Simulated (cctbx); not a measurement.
# Occupancies in In2H

Cell a = 6.8860 Å, b = 6.8860 Å, c = 7.9170 Å, α = 90.00°, β = 90.00°, γ = 90.00°; space group I4_1/amd (no. 141, origin choice 1); nominal formula In2H.

Simulated single-crystal data (cctbx): Ga Kα, λ = 1.3414 Å, to d = 0.8 Å, 80 % of the full sphere, strongest reflection 70000 counts, noise from counting, a 6 % proportional error and a noise floor of 8 counts (s.d.); no absorption, and some extinction, which the refinements don't model.

With every site full:

```text
Rint 0.046, 115 unique reflections to 0.80 A
cycle     R1     wR2    GooF  max shift (A)
   1  0.0709  0.1375   4.917   0.00070
   2  0.0151  0.0315   1.126   0.00000
final R1 0.0151 wR2 0.0315 GooF 1.126  parameters 7  data/parameter 16.4
atom        x        y        z      Ueq    occ   su(xyz)  su(Uiso or U11)
In1    0.74448  0.00000  0.14289   0.0122  1.000  0.00005  0.0002
H1     0.75000  0.50000  0.37500   0.0217  1.000  0.00000  0.0193
difference map: max 0.72 min -1.00 rms 0.26
Q1    0.0000  0.0806  0.4521   16    0.72  1.22 A from In1
Q2    0.1601  0.2510  0.3501   32    0.70  1.15 A from In1
Q3    0.0000  0.0812  0.2953   16    0.65  1.36 A from In1
Q4    0.0000  0.0000  0.2266    8    0.63  1.88 A from In1
Q5    0.0000  0.0815  0.9676   16    0.61  1.48 A from In1
Q6    0.0000  0.0000  0.5000    4    0.49  1.89 A from In1
```

With the occupancies of the suspect sites free, each still typed as its main element:

```text
Rint 0.046, 115 unique reflections to 0.80 A
cycle     R1     wR2    GooF  max shift (A)
   1  0.0205  0.0526   1.891   0.00003
   2  0.0152  0.0316   1.135   0.00000
final R1 0.0152 wR2 0.0316 GooF 1.134  parameters 8  data/parameter 14.4
atom        x        y        z      Ueq    occ   su(xyz)  su(Uiso or U11)
In1    0.74448  0.00000  0.14289   0.0122  1.000  0.00005  0.0002
H1     0.75000  0.50000  0.37500   0.0148  1.000  0.00000  0.0235
su of occupancy In1: 0.166
difference map: max 0.72 min -1.00 rms 0.26
Q1    0.0000  0.0807  0.4520   16    0.72  1.22 A from In1
Q2    0.1600  0.2510  0.3500   32    0.70  1.15 A from In1
Q3    0.0000  0.0812  0.2953   16    0.65  1.36 A from In1
Q4    0.0000  0.0000  0.2266    8    0.63  1.88 A from In1
Q5    0.0000  0.0815  0.9677   16    0.61  1.48 A from In1
Q6    0.0000  0.0000  0.5000    4    0.50  1.89 A from In1
```

**Question.** What is the disorder?

X-rays count electrons. In1 refines to 1.000(0.166), or 49.0 electrons; the site truly holds 0.94 In, 46.1 electrons, which is 0.940 of In. All are within 3 s.u. of full, so these data don't show the disorder. Occupancy correlates with U and the scale, so the match is approximate.

Freeing them takes R1 from 0.0151 to 0.0152 and GooF from 1.13 to 1.13.

The model was made for the exercise: a known structure type with other elements put in, its volume estimated, not relaxed; displacement parameters are assumed.

[Middle refinement cycles are left out of these outputs.]

[Logs are printed without paths, hosts, clocks, repeated set-up lines and the standing remarks that a program may print on its own settings, such as how far it seeks lower states.]
